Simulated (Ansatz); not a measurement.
# How fast states decay through SrTlI3, part 2 of 2

Aim: relax a made-up compound, SrTlI3, and see how good a tunnel barrier it would be. It is built by putting Sr for Ca, Tl for K in the KCaI3 structure of space group Cmcm, with the volume rescaled by atomic radii. The parent structure comes from the Materials Project.

Ansatz 0.2.0; r2SCAN DFT, plane waves, PAW files (the session's first sound run).

So far. Step 2 (Relaxing the new crystal): The largest force component on a free atom ends at 0.0081 eV/Å.

The structure was built from a prototype and need not be the compound's stable phase.

### Step 3. Band edges

The energy window and the wavevectors of the next steps follow from the band edges, so these are searched first, off the mesh as well.

input.yaml

```yaml
crystal:
  lattice:
    - [2.375175732, -7.6724730168, 0.0]
    - [2.375175732, 7.6724730168, 0.0]
    - [0.0, 0.0, 11.9969424989]
  atoms:
    - { symbol: Tl, position: [0.2515270352, 0.7484729648, 0.25] }
    - { symbol: Tl, position: [0.7484729648, 0.2515270352, 0.75] }
    - { symbol: Sr, position: [0.0, 0.0, 0.0] }
    - { symbol: Sr, position: [0.0, 0.0, 0.5] }
    - { symbol: I, position: [0.640735929, 0.359264071, 0.0609898908] }
    - { symbol: I, position: [0.359264071, 0.640735929, 0.9390101092] }
    - { symbol: I, position: [0.359264071, 0.640735929, 0.5609898908] }
    - { symbol: I, position: [0.640735929, 0.359264071, 0.4390101092] }
    - { symbol: I, position: [0.9161721966, 0.0838278034, 0.25] }
    - { symbol: I, position: [0.0838278034, 0.9161721966, 0.75] }
kpoints:
  mp_grid: { grid: [6, 6, 2] }
  band_path: { path: [VBM, CBM], npoints: 30 }
scf:
  occupations: { method: fixed }
hamiltonian:
  xc: r2scan
output:
  eigenvalues: true
  write_potential: true
  write_density: true
  volumetric_format: npy
  elf: true
```

Command:

```console
ansatz run input.yaml --threads 2 --pin off --max-ram 4096MiB --backend cpu --events-out ev --progress --plain --runs-dir out
```

Numbers of over 12 decimals in the logs are rounded to 6 here.

What it wrote:

```text
[...]
Crystal: 10 atoms, lattice volume = 437.252 Å³
Basis set: ecut = 500 eV, 11113 PW (Γ), exchange–correlation on 240×240×360 points (64 copies of the dense FFT grid, shifted against one another)
Bands: 89, of which v1, the nominal top of the filled ones, is band 74 counted from 1 (73 counted from 0)
Symmetry: 8 space group operations
[...]
k-points: 26 of 72
[...]
SCF iter   1: F=—  HF=-75210.313869 eV  |F-HF|=—  |Δ(HF+E_count)|=         —  Δρ=3.81e-3  dr2=7.47e-2  dr2_τ=1.48e-2  ethr=1.77e-3  ⟨swp⟩=6.0  Hψ=8488  notcnv=0  defer=292
[...]
SCF iter   7: F=-75210.365255 eV  HF=-75210.365255 eV  |F-HF|=1.41e-9  |Δ(HF+E_count)|=   3.42e-7  Δρ=2.13e-6  dr2=2.75e-8  dr2_τ=1.16e-9  ethr=6.76e-11  ⟨swp⟩=18.6  Hψ=13865  notcnv=0
SCF 1 converged in 7 iterations: F = -75210.365255 eV  dr2 = 2.75e-8
[...]
NSCF: frozen V_eff on 52 k-points
[...]
SCF converged after 7 iterations
Free energy (F): -75210.365255 eV
[...]
Internal energy: -75210.365255 eV  (E = F + TS)
E sigma→0 (E₀):  -75210.365255 eV
Fermi energy:    3.745040 eV
[...]
--- Band table (eV; the first three rows and the last of 26) ---
  k-point 0: bands = [... 70 lower, 3.3762, 3.5014, 3.6981, 3.7037, 8.0722, 8.0799, 8.1173, 8.4395, ... 11 higher]
  k-point 1: bands = [... 70 lower, 3.4357, 3.4357, 3.7450, 3.7450, 8.0411, 8.0411, 8.2656, 8.2656, ... 11 higher]
  k-point 2: bands = [... 70 lower, 3.4072, 3.6006, 3.6068, 3.7106, 8.2631, 8.3099, 8.3400, 8.4044, ... 11 higher]
  k-point 25: bands = [... 70 lower, 3.3971, 3.3971, 3.4524, 3.4524, 7.8570, 7.8570, 8.1132, 8.1132, ... 11 higher]
```

It took 4 min on 2 threads of Arm Neoverse V2, shared host; peak memory 2.8 GiB.

Numbers from this step:

* Fermi energy: 3.745 eV
* gap on the k-mesh: 3.810 eV
* gap on path: 3.807 eV, by band count; negative where bands overlap
* direct gap on path: 3.978 eV
* edge places on path: 0, 1.342 1/A along the path

Electronic bands along the path, in eV, zero at the Fermi level (highest filled level under fixed occupations); v1 is the highest filled band, c1 the lowest empty one:

| point | v4 | v3 | v2 | v1 | c1 | c2 | c3 | c4 |
| --- | --- | --- | --- | --- | --- | --- | --- | --- |
| VBM | -0.38 | -0.30 | -0.02 | 0.00 | 4.22 | 4.27 | 4.51 | 4.55 |
| halfway | -0.61 | -0.43 | -0.38 | -0.22 | 4.27 | 4.34 | 4.58 | 4.66 |
| CBM | -0.42 | -0.32 | -0.22 | -0.17 | 3.81 | 4.38 | 4.59 | 4.63 |

Electrostatic potential energy in the ab plane of the cell as run, not the conventional one, at fractional z = 0.250, with atoms of Tl and I within 0.2 Å of it. With pseudopotentials it is smooth inside the atoms' cores, unlike the true potential.

Ten even steps from '0' (-38 eV) to '9' (10 eV), each cell a mean:
```
9999999865678997567558
9999987422589986455689
9999862001689986567999
9998610004899987789999
9986100027999999999999
9972000168999999999999
9830000589999999999999
8510016899999999999999
7400368999999999999999
7435789999999999999998
7778999999999999999998
8889999999999999999998
9999999999999999999999
9988999999999999999999
9877899999999999999999
6556899999999999999998
5547999999999999999975
7558999999999999999756
8579999999999999997589
6689999999999999975899
5899999999889999857996
8999999988888998659965
```
Columns run along a (8.0 Å; values clipped at the 3rd and 97th percentile), rows up along b (8.0 Å). Atoms in or near the plane, at fractional coordinates: Tl at (0.25, 0.75), I at (0.92, 0.08).

Valence density in the ab plane of the cell as run, not the conventional one, at fractional z = 0.250, with atoms of Tl and I within 0.2 Å of it. It is the smooth field of the valence electrons, not physical close to the nuclei.

Ten steps, logarithmic in the rise over the least value, from '_' (0 e/Å³) to '@' (17 e/Å³), each cell a mean:
```
..____________..------::......::==**##++--::
__________..::==++==--::....::--======--::..
________..--++****++--......::------::..____
______..--++####**==::......::::::::..______
____..--++##%%##++::..__..........__________
__..::++##%%##++--..______....______________
__::==**####**--..__________________________
..--++****++--..____________________________
::==++++==--..______________________________
::--==--::..______________________________..
::::::....________________________________..
........__________________________________..
............________________________________
......::....________________________________
..::::::::..______________________________..
--------::..____________________________..::
++++==--..____________________________..::--
%%**--::..__________________________..::==##
%%++--..__________________________..::++%%@@
**--..__________________________..::++%%@@@@
--::________________......____..::==##@@@@##
::..____________....::....__..::--**%%@@##==
```
Columns run along a (8.0 Å), rows up along b (8.0 Å). Atoms in or near the plane, at fractional coordinates: Tl at (0.25, 0.75), I at (0.92, 0.08).

ELF in the ab plane of the cell as run, not the conventional one, at fractional z = 0.250, with atoms of Tl and I within 0.2 Å of it. It is the smooth field of the valence electrons, not physical close to the nuclei.

Ten even steps from '_' (0.01) to '@' (0.78), each cell a mean:
```
%%==______..--==++++++==::::##@@##++++**%%@@
==______::==++++++++++--..==@@%%######%%@@%%
______::==++++----++==::::##@@%%%%%%@@@@##==
____::==++==..__--++--..==@@@@@@@@@@@@**--__
__..==++==..__..====..::**@@@@@@@@%%++::____
..--++==..____--==::..--##%%@@%%**--..______
--==++::____--++--__..--**##**==..__________
==++==....==++--..____..----..____________..
==++====++==::____________________________--
++++++++--::____________________________..==
======::....::..________________________::==
----::::--++++--..____________________..::==
....--**%%%%##++..____________________..::::
::**%%@@@@@@%%==..______________________....
%%@@@@@@@@@@##--________________________..==
@@%%%%%%@@@@++..______________________--##@@
######@@@@##::______________________==%%@@%%
==**%%@@%%==______________________==%%@@##++
--##@@@@**..____________________--%%@@##==::
**%%@@##::__________....::..__::##@@##==++::
%%@@%%--________..::------....**@@%%==--==++
@@%%==________::--======--..--@@%%**--::++%%
```
Columns run along a (8.0 Å), rows up along b (8.0 Å). Atoms in or near the plane, at fractional coordinates: Tl at (0.25, 0.75), I at (0.92, 0.08).

The searched edges give 3.81 eV, against 3.81 eV on the mesh.

### Step 4. Decaying states in the gap

This step: r2SCAN DFT, plane waves, PAW files; complex bands by layer matching along the plane's normal (Ansatz 0.2.0).

The same crystal is laid in a cell whose first two vectors span the (001) plane (indices of the standard conventional cell, whose axes can be ordered otherwise than in the bulk input). At fixed energy and wavevector in the plane the solver finds all kz, real and complex. A few wavevectors are listed, (0, 0) and (-0.5, 0) in units of the plane's reciprocal vectors; the slowest state needn't be among them.

input.yaml

```yaml
crystal:
  lattice:
    - [8.031706042, 0.0, 0.0]
    - [1.404797369, 4.537883139, 0.0]
    - [0.0, 0.0, 11.996942499]
  atoms:
    - { symbol: Tl, position: [0.5030540704, 0.7484729648, 0.25] }
    - { symbol: Tl, position: [0.4969459296, 0.2515270352, 0.75] }
    - { symbol: Sr, position: [0.0, 0.0, 0.0] }
    - { symbol: Sr, position: [0.0, 0.0, 0.5] }
    - { symbol: I, position: [0.281471858, 0.359264071, 0.0609898908] }
    - { symbol: I, position: [0.718528142, 0.640735929, 0.9390101092] }
    - { symbol: I, position: [0.718528142, 0.640735929, 0.5609898908] }
    - { symbol: I, position: [0.281471858, 0.359264071, 0.4390101092] }
    - { symbol: I, position: [0.8323443932, 0.0838278034, 0.25] }
    - { symbol: I, position: [0.1676556068, 0.9161721966, 0.75] }
kpoints:
  mp_grid: { grid: [6, 6, 2] }
scf:
  occupations: { method: fixed }
hamiltonian:
  xc: r2scan
output:
  eigenvalues: true
  transmission:
    leads: [[0, 0]]
    kpoints: [[0.0, 0.0], [-0.5, 0.0]]
    e_range: [-1.0, 4.81]
    de: 0.12
```

What it wrote:

```text
[...]
Crystal: 10 atoms, lattice volume = 437.252 Å³
Basis set: ecut = 500 eV, 11113 PW (Γ), exchange–correlation on 240×144×360 points (64 copies of the dense FFT grid, shifted against one another)
Bands: 89, of which v1, the nominal top of the filled ones, is band 74 counted from 1 (73 counted from 0)
Symmetry: 8 space group operations
[...]
k-points: 26 of 72
[...]
SCF iter   1: F=—  HF=-75210.313794 eV  |F-HF|=—  |Δ(HF+E_count)|=         —  Δρ=3.81e-3  dr2=7.47e-2  dr2_τ=1.48e-2  ethr=1.77e-3  ⟨swp⟩=6.0  Hψ=8498  notcnv=0  defer=292
[...]
SCF iter   7: F=-75210.365255 eV  HF=-75210.365255 eV  |F-HF|=1.14e-9  |Δ(HF+E_count)|=   3.44e-7  Δρ=2.13e-6  dr2=2.72e-8  dr2_τ=1.17e-9  ethr=6.76e-11  ⟨swp⟩=18.9  Hψ=13780  notcnv=0
SCF 1 converged in 7 iterations: F = -75210.365255 eV  dr2 = 2.72e-8
[...]
transmission: 20 of 40 steps passed
transmission: 40 of 40 steps passed
SCF converged after 7 iterations
Free energy (F): -75210.365255 eV
[...]
Internal energy: -75210.365255 eV  (E = F + TS)
E sigma→0 (E₀):  -75210.365255 eV
Fermi energy:    3.745040 eV
[...]
--- Band table (eV; the first three rows and the last of 26) ---
  k-point 0: bands = [... 70 lower, 3.3762, 3.5014, 3.6981, 3.7037, 8.0722, 8.0799, 8.1173, 8.4395, ... 11 higher]
  k-point 1: bands = [... 70 lower, 3.4357, 3.4357, 3.7450, 3.7450, 8.0411, 8.0411, 8.2656, 8.2656, ... 11 higher]
  k-point 2: bands = [... 70 lower, 3.4072, 3.6006, 3.6068, 3.7106, 8.2631, 8.3099, 8.3400, 8.4044, ... 11 higher]
  k-point 25: bands = [... 70 lower, 3.3971, 3.3971, 3.4524, 3.4524, 7.8570, 7.8570, 8.1132, 8.1132, ... 11 higher]
--- Transmission ---
  basis      : 379 plane waves across, 20 finite elements along
  points     : 2, as listed
  energies   : 49 from -1.000000 to 4.760000 eV about the Fermi level, 0.120000 eV apart; the leads are filled to 1.904957 eV, and channels, transmission and decay are at 1.880000 eV
  crystal 0  : Tl2I6Sr2, at the sites [0, 0], period 11.9969 Å: whole cells are its period
    offset         : up to 0.0000 Å between an atom of the period and one for which it stands
    channels       : 0.000000e0 a spin
    conductance    : none, the energies end too early or step too widely for 300 K: set another output.transmission.e_range or a lower de, or, where they end at an eighth of basis.ecutwfc, a higher one
    slowest decay  : 0.2903 /Å at (-0.5000, 0.0000)
```

Elapsed: 4.2 min, on 2 threads; peak memory 2.8 GiB; 7.5 min of CPU time.

Numbers from this step:

| Quantity | Value |
| --- | --- |
| level to which the leads are filled | 1.905 eV from the Fermi level |
| decay constant at the filling level, zone centre | 0.4361 Å⁻¹ |
| decay constant at the filling level, slowest listed point | 0.2903 Å⁻¹ |

K parallel (0, 0); values up to 1.5 1/Å, a degenerate pair printed once or twice; energies at which all values exceed this have no row. Table of Im kz of the slowest decaying states by energy, zero at the highest filled level on the SCF mesh:

| energy (eV) | decay 1 (Å⁻¹) | decay 2 (Å⁻¹) | decay 3 (Å⁻¹) | decay 4 (Å⁻¹) |
| --- | --- | --- | --- | --- |
| -1.000 | 0.118 | 0.217 | 0.257 | 0.543 |
| -0.520 | 0.103 | 0.216 | 0.253 | 0.883 |
| -0.040 | 0.335 | 0.391 | 0.451 | 0.574 |
| 0.440 | 0.382 | 0.423 | 0.530 | 0.548 |
| 1.040 | 0.415 | 0.477 | 0.511 | 0.593 |
| 1.520 | 0.430 | 0.453 | 0.523 | 0.604 |
| 2.000 | 0.437 | 0.439 | 0.507 | 0.601 |
| 2.480 | 0.426 | 0.436 | 0.475 | 0.587 |
| 2.960 | 0.409 | 0.425 | 0.431 | 0.563 |
| 3.440 | 0.374 | 0.384 | 0.398 | 0.531 |
| 4.040 | 0.247 | 0.324 | 0.338 | 0.449 |
| 4.520 | 0.0965 | 0.341 | 0.344 | 0.410 |

K parallel (-0.5, 0); values up to 1.5 1/Å, a degenerate pair printed once or twice; energies at which all values exceed this have no row. The Im kz of the slowest decaying states by energy, zero at the highest filled level on the SCF mesh:

| energy (eV) | decay 1 (Å⁻¹) | decay 2 (Å⁻¹) | decay 3 (Å⁻¹) | decay 4 (Å⁻¹) |
| --- | --- | --- | --- | --- |
| -1.000 | 0.114 | 0.341 | 0.372 | 0.552 |
| -0.520 | 0.155 | 0.194 | 0.468 | 0.736 |
| -0.040 | 0.140 | 0.232 | 0.252 | 0.418 |
| 0.440 | 0.229 | 0.323 | 0.419 | 0.587 |
| 1.040 | 0.274 | 0.359 | 0.495 | 0.649 |
| 1.520 | 0.288 | 0.368 | 0.516 | 0.671 |
| 2.000 | 0.289 | 0.366 | 0.519 | 0.677 |
| 2.480 | 0.278 | 0.354 | 0.507 | 0.673 |
| 2.960 | 0.252 | 0.329 | 0.483 | 0.610 |
| 3.440 | 0.194 | 0.290 | 0.446 | 0.524 |
| 4.040 | 0.201 | 0.370 | 0.377 | 0.547 |
| 4.520 | 0.207 | 0.252 | 0.435 | 0.499 |

At the listed wavevectors the last open channel is at -0.04 eV and the next at +3.92 eV on the grid. At +1.88 eV, the grid energy nearest the filling level (the middle of the gap on the SCF mesh), the slowest state at the listed wavevectors decays with κ = 0.290 Å⁻¹, its amplitude falling by e over 3.4 Å. Through 1 nm of this crystal that state's transmission falls by exp(−2 × 0.290 Å⁻¹ × 10 Å) = 0.0030.

### Step 5. Decay over the two-dimensional zone

The listed points could miss the slowest state, so one energy near mid-gap is solved on a mesh of 6×10.

Changes to input.yaml since step 4:

```diff
@@ -24,6 +24,2 @@
   eigenvalues: true
-  transmission:
-    leads: [[0, 0]]
-    kpoints: [[0.0, 0.0], [-0.5, 0.0]]
-    e_range: [-1.0, 4.81]
-    de: 0.12
+  transmission: { leads: [[0, 0]], kmesh: [6, 10], e_range: [1.9, 1.91], de: 0.05 }
```

What it wrote:

```text
[...]
Crystal: 10 atoms, lattice volume = 437.252 Å³
Basis set: ecut = 500 eV, 11113 PW (Γ), exchange–correlation on 240×144×360 points (64 copies of the dense FFT grid, shifted against one another)
Bands: 89, of which v1, the nominal top of the filled ones, is band 74 counted from 1 (73 counted from 0)
Symmetry: 8 space group operations
[...]
k-points: 26 of 72
[...]
SCF iter   1: F=—  HF=-75210.313794 eV  |F-HF|=—  |Δ(HF+E_count)|=         —  Δρ=3.81e-3  dr2=7.47e-2  dr2_τ=1.48e-2  ethr=1.77e-3  ⟨swp⟩=6.0  Hψ=8498  notcnv=0  defer=292
[...]
SCF iter   7: F=-75210.365255 eV  HF=-75210.365255 eV  |F-HF|=1.14e-9  |Δ(HF+E_count)|=   3.44e-7  Δρ=2.13e-6  dr2=2.72e-8  dr2_τ=1.17e-9  ethr=6.76e-11  ⟨swp⟩=18.9  Hψ=13780  notcnv=0
SCF 1 converged in 7 iterations: F = -75210.365255 eV  dr2 = 2.72e-8
[...]
transmission: 80 of 640 steps passed
transmission: 160 of 640 steps passed
[...]
transmission: 640 of 640 steps passed
SCF converged after 7 iterations
Free energy (F): -75210.365255 eV
[...]
Internal energy: -75210.365255 eV  (E = F + TS)
E sigma→0 (E₀):  -75210.365255 eV
Fermi energy:    3.745040 eV
[...]
--- Band table (eV; the first three rows and the last of 26) ---
  k-point 0: bands = [... 70 lower, 3.3762, 3.5014, 3.6981, 3.7037, 8.0722, 8.0799, 8.1173, 8.4395, ... 11 higher]
  k-point 1: bands = [... 70 lower, 3.4357, 3.4357, 3.7450, 3.7450, 8.0411, 8.0411, 8.2656, 8.2656, ... 11 higher]
  k-point 2: bands = [... 70 lower, 3.4072, 3.6006, 3.6068, 3.7106, 8.2631, 8.3099, 8.3400, 8.4044, ... 11 higher]
  k-point 25: bands = [... 70 lower, 3.3971, 3.3971, 3.4524, 3.4524, 7.8570, 7.8570, 8.1132, 8.1132, ... 11 higher]
--- Transmission ---
  basis      : 379 plane waves across, 20 finite elements along
  points     : 32, standing for a mesh of 6 x 10
  energies   : 1 from 1.900000 to 1.900000 eV about the Fermi level; the leads are filled to 1.904957 eV, and channels, transmission and decay are at 1.900000 eV
  crystal 0  : Tl2I6Sr2, at the sites [0, 0], period 11.9969 Å: whole cells are its period
[...]
channels       : 0.000000e0 a spin
    conductance    : none, crystal 0 has no channel at the energies, or these end too early or step too widely for 300 K: set another output.transmission.e_range or a lower de, or, where they end at an eighth of basis.ecutwfc, a higher one
    slowest decay  : 0.2902 /Å at (0.5000, 0.0000)
```

Run time: 6.8 min. Hardware: 2 threads; peak memory 3 GiB; 14 min of CPU time.

This step gave:

```yaml
least_decay_constant_on_the_mesh: 0.2902 Å⁻¹
```

Slowest decay constant (1/Å; 0 where a channel is open) over k1 and k2. At 1.9000 eV from the Fermi level.

Ten even steps from '_' (0.290) to '@' (0.436):
```
--------::--
++++====--==
====--------
....--##++::
__..**@@**..
..::++##--..
==--------==
++==--====++
----::------
::::::::::::
```
Columns: k1 (b1) from -0.5 to 0.333; rows upwards: k2 (b2) from -0.5 to 0.4.

The least value on the mesh is 0.290 Å⁻¹ at +1.90 eV. At that energy the listed points give about 0.290 Å⁻¹ by interpolation, so the mesh holds no clearly slower state.

### Step 6. Outcome

| Quantity | Value |
| --- | --- |
| band gap | 3.81 eV |
| least decay constant at mid-gap, normal to (001) | 0.290 Å⁻¹ |
| least decay constant on a mesh, normal to (001) | 0.290 Å⁻¹ |

**Reading.** With r2SCAN, the slowest decay at the wavevectors tried is κ = 0.290 Å⁻¹, normal to (001). Through such a film the transmission near mid-gap falls as exp(−2κd), a factor of ten every 4.0 Å. A free electron under a barrier of half the gap would need a mass of 0.17 mₑ to decay at this rate. The slowest decay isn't at the zone centre. The compound is made up by substitution; its stability against other phases and against distortions of the cell's symmetry was not tested. r2SCAN still narrows gaps, if less than LDA and GGA do, while spin-orbit coupling, left out here, narrows them in compounds of heavy elements, so the error in κ can go either way.

[Logs are printed without paths, hosts, clocks, repeated set-up lines and the standing remarks that a program may print on its own settings, such as how far it seeks lower states.]

[Hosts, paths, dates, database ids (printed as entryN), source tags and the programs' standing remarks are cut or masked in the printed files.]
